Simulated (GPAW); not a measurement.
Computed results, one entry a study.

```
BaLiF3 (Pm-3m): G0W0 with GPAW, start to end
1.0
     3.98858    0.00000    0.00000
     0.00000    3.98858    0.00000
     0.00000    0.00000    3.98858
Ba Li F
1 1 3
Direct
  0.00000 0.00000 0.00000
  0.50000 0.50000 0.50000
  0.00000 0.50000 0.50000
  0.50000 0.50000 0.00000
  0.50000 0.00000 0.50000
# method: DFT, LDA, plane waves, PAW (and 1 further level or step)
# program: GPAW 26.7.0
# settings of one run: cutoff 600 eV, GPAW PAW setups 1.2.1 data release, 4×4×4 k-mesh, nbands 301
# cost: 3 runs, 88 s in all on 4 MPI ranks of Arm Neoverse V1, shared host (the runs of this entry)
# notes: The cell and positions are those that the Materials Project relaxed with its own functionals (PBE, PBE+U or r2SCAN), kept fixed. Limits: no spin-orbit coupling. Bands and cutoff are finite, so the gap is not at the basis limit. The miss can reach some tenths of an eV and take either sign; the mesh is an error of its own. The 4×4×4 mesh is coarse for this cell, which bears on the long-range parts of exchange and screening.
# LDA gap: 6.51 eV, direct
# G0W0 gap on the mesh: 9.78 eV
# GW settings: 4×4×4 mesh, 135 bands, screening to 96 eV, Godby-Needs plasmon pole
# known limits: not at the basis limit; no spin-orbit coupling; coarse k mesh
```

[Paths, hosts, dates, memory and timing lines, banners, echoed tables and standing remarks are left out of the program output.]

[Logs are printed without paths, hosts, clocks, repeated set-up lines and the standing remarks that a program may print on its own settings, such as how far it seeks lower states.]

[Runs of the session that timed out or met a known fault of the program may be left out.]

[Hosts, paths, dates, database ids (printed as entryN), source tags and the programs' standing remarks are cut or masked in the printed files.]
